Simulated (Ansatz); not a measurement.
# Elastic response of ThTi2O6 (C2/m) (72 atoms), part 3 of 3

Aim: relax ThTi2O6 (C2/m) (72 atoms), then change its volume and shape to read moduli from the stress.

Ansatz 0.2.0; Kohn-Sham DFT, r2SCAN, PAW (set soft_2), plane waves.

The cell: 8 Th, 16 Ti and 48 O. Sampling is at Γ alone. No spin–orbit coupling is included.

So far. Step 8 (Volume -1.5 %): The relaxation converged after 2 steps, 0.0275 eV below its start, with a largest force component of 0.047 eV/Å. Step 8 (Volume -1.5 %): Volume -1.5 %: the energy stands 0.110 eV above that of the reference, at a pressure of 2.59 GPa.

## Step 9: Stretched by 1 % along x

The relaxed cell is strained along x alone, which gives the stiffness along x and its coupling to y and z.

input.yaml reads:

```yaml
crystal:
  lattice:
    - [10.03625, -0.00067, -0.04569]
    - [-0.00053, 7.57648, 9.0e-05]
    - [-6.99382, 0.0006, 12.33767]
  atoms:
    [... the 72 atom lines of step 4 ...]
kpoints:
  mp_grid: { grid: [1, 1, 1] }
hamiltonian:
  xc: r2scan
scf:
  occupations: { method: fixed }
output:
  forces: true
  eigenvalues: true
  stress: true
relax:
  f_tol: 0.05
  max_steps: 70
```

The run is started by

```bash
ansatz run input.yaml --threads 4 --pin off --max-ram 8192MiB --backend cpu --events-out ev --progress --plain --runs-dir out
```

Numbers of over 12 decimals in the logs are rounded to 6 here.

Output:

```text
[...]
Crystal: 72 atoms, lattice volume = 935.729 Å³
Basis set: ecut = 500 eV, 23739 PW (Γ), exchange–correlation on 300×240×432 points (64 copies of the dense FFT grid, shifted against one another)
Bands: 360, of which v1, the nominal top of the filled ones, is band 288 counted from 1 (287 counted from 0)
Symmetry: 1 space group operations
[...]
k-points: 1
[...]
SCF iter   1: F=—  HF=-173453.584580 eV  |F-HF|=—  |Δ(HF+E_count)|=         —  Δρ=1.98e-2  dr2=4.50e0  dr2_τ=4.20e0  ethr=1.77e-3  ⟨swp⟩=3.0  Hψ=1181  notcnv=0  defer=68
[...]
SCF iter   7: F=-173454.627751 eV  HF=-173454.627753 eV  |F-HF|=1.84e-6  |Δ(HF+E_count)|=   1.29e-5  Δρ=3.70e-5  dr2=2.39e-5  dr2_τ=8.71e-7  ethr=1.09e-8  ⟨swp⟩=14.0  Hψ=1980  notcnv=0
SCF 1 converged in 7 iterations: F = -173454.627751 eV  dr2 = 2.39e-5
[...]
relax step   1: F+E_penalty+E_count = -173454.62775131 eV  Δ(F+E_penalty+E_count) = +0.000e0 eV  max|allowed force component| = 2.177e-1 eV/Å  Δτ_max = 0.0000 Å  (7 SCF iters, dr2 threshold 6.25e-5 eV, accepted)
[...]
relax step   2: F+E_penalty+E_count = -173454.64656974 eV  Δ(F+E_penalty+E_count) = -1.882e-2 eV  max|allowed force component| = 9.405e-2 eV/Å  Δτ_max = 0.0137 Å  (7 SCF iters, dr2 threshold 2.96e-6 eV, accepted)
[...]
relax step   3: F+E_penalty+E_count = -173454.65090937 eV  Δ(F+E_penalty+E_count) = -4.340e-3 eV  max|allowed force component| = 1.544e-2 eV/Å  Δτ_max = 0.0051 Å  (7 SCF iters, accepted)
[...]
SCF iter   2: F=-173454.650909 eV  HF=-173454.650909 eV  |F-HF|=8.76e-9  |Δ(HF+E_count)|=   1.54e-8  Δρ=1.63e-6  dr2=2.55e-8  dr2_τ=1.29e-9  ethr=8.99e-12  ⟨swp⟩=3.0  Hψ=779  notcnv=0
SCF 4 converged in 2 iterations: F = -173454.650909 eV  dr2 = 2.55e-8
SCF converged after 2 iterations
Free energy (F): -173454.650909 eV
[...]
Internal energy: -173454.650909 eV  (E = F + TS)
E sigma→0 (E₀):  -173454.650909 eV
Fermi energy:    7.845643 eV
[...]
--- Forces (eV/Å), atoms counted from 1 ---
  atom   1  Th    -0.00034924     0.00070255     0.00114236
  atom   2  Th     0.00025720    -0.00039429     0.00013660
  atom   3  Ti     0.01525299     0.00007680     0.00029349
  atom   4  Ti    -0.01499711     0.00002323    -0.00146063
  atom   5  Ti     0.01543538     0.00002741     0.00137932
  atom   6  Ti    -0.01503269     0.00019125    -0.00107999
  atom   7  O     -0.00889152    -0.00026779    -0.00358167
  atom   8  O      0.00870312    -0.00012257     0.00408675
  atom   9  O     -0.00890120    -0.00010032    -0.00400294
  atom  10  O      0.00885512    -0.00020797     0.00413497
  atom  11  O     -0.00306395    -0.00000039    -0.01412497
  atom  12  O      0.00271286    -0.00007926     0.01402603
  atom  13  O     -0.00254640     0.00013202    -0.01410753
  atom  14  O      0.00239838    -0.00015873     0.01411753
[...]
atom  71  O     -0.00023693     0.00028854    -0.01067937
  atom  72  O      0.00067153    -0.00015911     0.01102522
  max |Σ_I F_I| component: 2.22e-4 eV/Å
--- Stress (GPa, compression-positive) ---
       -2.523760       0.006420      -0.179332
        0.006420      -0.988115       0.000614
       -0.179330       0.000614      -1.073794
  P = ⅓ Tr σ = -1.5286 GPa (-15.286 kbar)
--- Band table (eV) ---
[...]
--- Relaxed structure (3 steps of the walk, 3 accepted, 0 SCFs on fresh bases) ---
  F+E_penalty+E_count = -173454.65090937 eV   max|allowed force component| = 1.544e-2 eV/Å
  atoms:
    - { symbol: Th, position: [0.999677, 1.2095908413480152e-5, 0.999728] }
    - { symbol: Th, position: [0.499785, 0.250010, 0.999779] }
    - { symbol: Ti, position: [0.825580, 1.000000, 0.196443] }
    - { symbol: Ti, position: [0.173854, 1.564054525754083e-5, 0.303053] }
[...]
- { symbol: O, position: [0.843114, 0.749992, 0.944718] }
```

The job ended after 94 s (4 threads of Arm Neoverse V2, shared host; peak memory 2.8 GiB).

The relaxation converged after 3 steps, 0.0232 eV below its start, with a largest force component of 0.015 eV/Å.

Stretched by 1 % along x: the energy stands 0.0734 eV above that of the reference, at a pressure of -1.53 GPa.

## Step 10: Compressed by 1 % along x

The relaxed cell is strained along x alone, which gives the stiffness along x and its coupling to y and z.

input.yaml, the sections that differ from step 9:

```yaml
crystal:
  lattice:
    - [9.83751, -0.00067, -0.04569]
    - [-0.00051, 7.57648, 9.0e-05]
    - [-6.85532, 0.0006, 12.33767]
  atoms:
    [... the 72 atom lines of step 4 ...]
# kpoints, hamiltonian, scf, output, relax: as in step 9
```

Output:

```text
[...]
Crystal: 72 atoms, lattice volume = 917.199 Å³
Basis set: ecut = 500 eV, 23259 PW (Γ), exchange–correlation on 288×240×432 points (64 copies of the dense FFT grid, shifted against one another)
Bands: 360, of which v1, the nominal top of the filled ones, is band 288 counted from 1 (287 counted from 0)
Symmetry: 1 space group operations
[...]
k-points: 1
[...]
SCF iter   1: F=—  HF=-173453.467698 eV  |F-HF|=—  |Δ(HF+E_count)|=         —  Δρ=1.98e-2  dr2=4.32e0  dr2_τ=4.38e0  ethr=1.77e-3  ⟨swp⟩=3.0  Hψ=1179  notcnv=0  defer=68
[...]
SCF iter   6: F=—  HF=-173454.624094 eV  |F-HF|=—  |Δ(HF+E_count)|=   7.66e-5  Δρ=1.29e-4  dr2=2.04e-4  dr2_τ=2.05e-5  ethr=1.69e-7  ⟨swp⟩=2.0  Hψ=482  notcnv=0  defer=70
SCF iter   7: F=-173454.624104 eV  HF=-173454.624102 eV  |F-HF|=1.33e-6  |Δ(HF+E_count)|=   8.63e-6  Δρ=3.88e-5  dr2=2.57e-5  dr2_τ=7.10e-7  ethr=1.09e-8  ⟨swp⟩=14.0  Hψ=1968  notcnv=0
SCF 1 converged in 7 iterations: F = -173454.624104 eV  dr2 = 2.57e-5
[...]
relax step   1: F+E_penalty+E_count = -173454.62410383 eV  Δ(F+E_penalty+E_count) = +0.000e0 eV  max|allowed force component| = 2.469e-1 eV/Å  Δτ_max = 0.0000 Å  (7 SCF iters, dr2 threshold 6.25e-5 eV, accepted)
[...]
relax step   2: F+E_penalty+E_count = -173454.64614979 eV  Δ(F+E_penalty+E_count) = -2.205e-2 eV  max|allowed force component| = 1.044e-1 eV/Å  Δτ_max = 0.0135 Å  (7 SCF iters, dr2 threshold 3.81e-6 eV, accepted)
[...]
relax step   3: F+E_penalty+E_count = -173454.65098061 eV  Δ(F+E_penalty+E_count) = -4.831e-3 eV  max|allowed force component| = 1.555e-2 eV/Å  Δτ_max = 0.0051 Å  (7 SCF iters, accepted)
[...]
SCF iter   2: F=-173454.650981 eV  HF=-173454.650981 eV  |F-HF|=7.42e-9  |Δ(HF+E_count)|=   1.39e-8  Δρ=1.52e-6  dr2=2.14e-8  dr2_τ=1.12e-9  ethr=7.53e-12  ⟨swp⟩=3.0  Hψ=653  notcnv=0
SCF 4 converged in 2 iterations: F = -173454.650981 eV  dr2 = 2.14e-8
SCF converged after 2 iterations
Free energy (F): -173454.650981 eV
[...]
Internal energy: -173454.650981 eV  (E = F + TS)
E sigma→0 (E₀):  -173454.650981 eV
Fermi energy:    8.154459 eV
[...]
Σ components = -173454.650981   (vs F -173454.650981, Δ=0.00e0)
--- Forces (eV/Å), atoms counted from 1 ---
  atom   1  Th    -0.00034262     0.00004659     0.00047753
  atom   2  Th     0.00012595    -0.00018271     0.00055731
  atom   3  Ti    -0.01473329     0.00044053    -0.00152106
  atom   4  Ti     0.01510301    -0.00025735     0.00100433
[...]
atom  72  O     -0.00215405    -0.00007762    -0.01130560
  max |Σ_I F_I| component: 4.13e-5 eV/Å
--- Stress (GPa, compression-positive) ---
        2.568159       0.006092       0.206923
        0.006092       1.009351       0.000701
        0.206922       0.000701       1.149135
  P = ⅓ Tr σ = 1.5755 GPa (15.755 kbar)
--- Band table (eV) ---
[...]
--- Relaxed structure (3 steps of the walk, 3 accepted, 0 SCFs on fresh bases) ---
  F+E_penalty+E_count = -173454.65098061 eV   max|allowed force component| = 1.555e-2 eV/Å
  atoms:
    - { symbol: Th, position: [0.999690, 1.4776086317475413e-5, 0.999736] }
    - { symbol: Th, position: [0.499758, 0.250009, 0.999760] }
    - { symbol: Ti, position: [0.824283, 1.000005, 0.195836] }
    - { symbol: Ti, position: [0.175145, 1.2456161097600125e-5, 0.303655] }
[...]
- { symbol: O, position: [0.841832, 0.749995, 0.946377] }
```

Wall time 91 s (4 threads); peak memory 2.8 GiB; 5.9 min of CPU time.

The relaxation converged after 3 steps, 0.0269 eV below its start, with a largest force component of 0.016 eV/Å.

Compressed by 1 % along x: the energy stands 0.0734 eV above that of the reference, at a pressure of 1.58 GPa.

## Step 11: Sheared by 2 % in xy

A shear of the relaxed cell gives the modulus that volume changes can't reach.

input.yaml, the sections that differ from step 10:

```yaml
crystal:
  lattice:
    - [9.93687, 0.0987, -0.04569]
    - [0.07524, 7.57647, 9.0e-05]
    - [-6.92456, -0.06865, 12.33767]
  atoms:
    [... the 72 atom lines of step 4 ...]
# kpoints, hamiltonian, scf, output, relax: as in step 10
```

Output:

```text
[...]
Crystal: 72 atoms, lattice volume = 926.370 Å³
Basis set: ecut = 500 eV, 23501 PW (Γ), exchange–correlation on 300×240×432 points (64 copies of the dense FFT grid, shifted against one another)
Bands: 360, of which v1, the nominal top of the filled ones, is band 288 counted from 1 (287 counted from 0)
Symmetry: 1 space group operations
[...]
k-points: 1
[...]
SCF iter   1: F=—  HF=-173453.543355 eV  |F-HF|=—  |Δ(HF+E_count)|=         —  Δρ=1.98e-2  dr2=4.41e0  dr2_τ=4.29e0  ethr=1.77e-3  ⟨swp⟩=3.0  Hψ=1185  notcnv=0  defer=68
[...]
SCF iter   6: F=—  HF=-173454.644175 eV  |F-HF|=—  |Δ(HF+E_count)|=   6.90e-5  Δρ=1.28e-4  dr2=2.09e-4  dr2_τ=2.00e-5  ethr=1.77e-7  ⟨swp⟩=2.0  Hψ=482  notcnv=0  defer=70
SCF iter   7: F=-173454.644186 eV  HF=-173454.644185 eV  |F-HF|=8.00e-7  |Δ(HF+E_count)|=   1.01e-5  Δρ=3.84e-5  dr2=2.64e-5  dr2_τ=7.60e-7  ethr=1.09e-8  ⟨swp⟩=14.0  Hψ=1946  notcnv=0
SCF 1 converged in 7 iterations: F = -173454.644186 eV  dr2 = 2.64e-5
[...]
relax step   1: F+E_penalty+E_count = -173454.64418617 eV  Δ(F+E_penalty+E_count) = +0.000e0 eV  max|allowed force component| = 1.304e-1 eV/Å  Δτ_max = 0.0000 Å  (7 SCF iters, dr2 threshold 6.25e-5 eV, accepted)
[...]
relax step   2: F+E_penalty+E_count = -173454.66702756 eV  Δ(F+E_penalty+E_count) = -2.284e-2 eV  max|allowed force component| = 6.685e-2 eV/Å  Δτ_max = 0.0172 Å  (8 SCF iters, accepted)
[...]
relax step   3: F+E_penalty+E_count = -173454.66940690 eV  Δ(F+E_penalty+E_count) = -2.379e-3 eV  max|allowed force component| = 1.144e-2 eV/Å  Δτ_max = 0.0035 Å  (6 SCF iters, accepted)
[...]
SCF iter   2: F=-173454.669407 eV  HF=-173454.669407 eV  |F-HF|=5.94e-9  |Δ(HF+E_count)|=   8.35e-9  Δρ=1.39e-6  dr2=1.63e-8  dr2_τ=1.75e-9  ethr=8.51e-12  ⟨swp⟩=3.0  Hψ=858  notcnv=0
SCF 4 converged in 2 iterations: F = -173454.669407 eV  dr2 = 1.63e-8
SCF converged after 2 iterations
Free energy (F): -173454.669407 eV
[...]
Internal energy: -173454.669407 eV  (E = F + TS)
E sigma→0 (E₀):  -173454.669407 eV
Fermi energy:    7.998022 eV
[...]
Σ components = -173454.669407   (vs F -173454.669407, Δ=0.00e0)
--- Forces (eV/Å), atoms counted from 1 ---
  atom   1  Th     0.00003540     0.00155888     0.00133261
  atom   2  Th     0.00057850     0.00331355     0.00127936
  atom   3  Ti    -0.00081813    -0.00879619     0.00120050
  atom   4  Ti     0.00319324     0.00946368     0.00191489
[...]
atom  72  O     -0.00095586    -0.00076062    -0.00158501
  max |Σ_I F_I| component: 1.30e-4 eV/Å
--- Stress (GPa, compression-positive) ---
        0.000714      -0.965778      -0.002693
       -0.965777       0.008516      -0.446141
       -0.002693      -0.446140      -0.008229
  P = ⅓ Tr σ = 0.0003 GPa (0.003 kbar)
--- Band table (eV) ---
[...]
--- Relaxed structure (3 steps of the walk, 3 accepted, 0 SCFs on fresh bases) ---
  F+E_penalty+E_count = -173454.66940690 eV   max|allowed force component| = 1.144e-2 eV/Å
  atoms:
    - { symbol: Th, position: [0.999672, 1.3785758142469435e-5, 0.999730] }
    - { symbol: Th, position: [0.499794, 0.249994, 0.999783] }
    - { symbol: Ti, position: [0.824955, 0.998812, 0.196153] }
    - { symbol: Ti, position: [0.174454, 0.00120005, 0.303331] }
[...]
- { symbol: O, position: [0.842460, 0.751985, 0.945539] }
```

Elapsed: 95 s, on 4 threads; peak memory 2.8 GiB; 6.1 min of CPU time.

The relaxation converged after 3 steps, 0.0252 eV below its start, with a largest force component of 0.011 eV/Å.

Sheared by 2 % in xy: the energy stands 0.0549 eV above that of the reference, at a pressure of 3.3e-4 GPa.

## Step 12: Pressure against volume

Atoms are relaxed at each volume, in the scaled cell.

```csv
volume change (%),volume (Å³/atom),energy change (meV/atom),pressure (GPa),largest move on relaxing (Å),bonds,gap (eV)
-3,12.482,6.07,5.16,0.06,160,3.60
-1.5,12.675,1.52,2.59,0.03,160,3.62
+0,12.868,0.00,0.00,-,160,3.60
+3,13.254,5.65,-4.58,0.05,160,3.55
+5,13.511,15.20,-7.32,0.09,160,3.52
```

## Step 13: Uniaxial strain and shear

Stress (GPa, compression positive) less that of the relaxed cell, atoms relaxed:

```csv
strain,xx,yy,zz,xy,energy change (meV/atom)
stretched by 1 % along x,-2.520,-0.988,-1.069,0.000,1.02
compressed by 1 % along x,2.572,1.009,1.154,-0.001,1.02
sheared by 2 % in xy,0.005,0.008,-0.004,-0.972,0.76
```

## Step 14: What came out

The bulk modulus, from the slope of pressure against ln V over the three points nearest the relaxed volume, is 160 GPa; between neighbouring points the slope runs 168, 171, 155 and 142 GPa from the smallest volume up, without a steady fall, so no pressure derivative is given. The gap goes from 3.60 eV at the smallest volume to 3.52 eV at the largest, -1.2 eV per unit of ln V by a straight line, not monotonically (lowest 3.52, highest 3.62 eV), on the run's k-points. In the Cartesian axes of the cell, finite differences give C11 = 255, C12 = 99.9, C13 = 111 and C66 = 48.6 GPa (the shear of 2 % is the engineering strain, εxy = 0.01). The mean of C11, C12 and C13, which equals the bulk modulus in a cubic or isotropic solid, is 155 GPa: it agrees with the bulk modulus within 10 %.

**Limits.** Strains are finite and relaxations stop at the force tolerance of the input, which can leave moduli too stiff; they are those of a static cell at zero temperature. Volumes are changed with the cell's shape held, so in an anisotropic solid the modulus lies over the one under free hydrostatic load. The program notes that the SCF threshold of the relaxations is loose for the stress.

The DFT runs together took 15 min of wall time.

[Logs are printed without paths, hosts, clocks, repeated set-up lines and the standing remarks that a program may print on its own settings, such as how far it seeks lower states.]

[Hosts, paths, dates, database ids (printed as entryN), source tags and the programs' standing remarks are cut or masked in the printed files.]
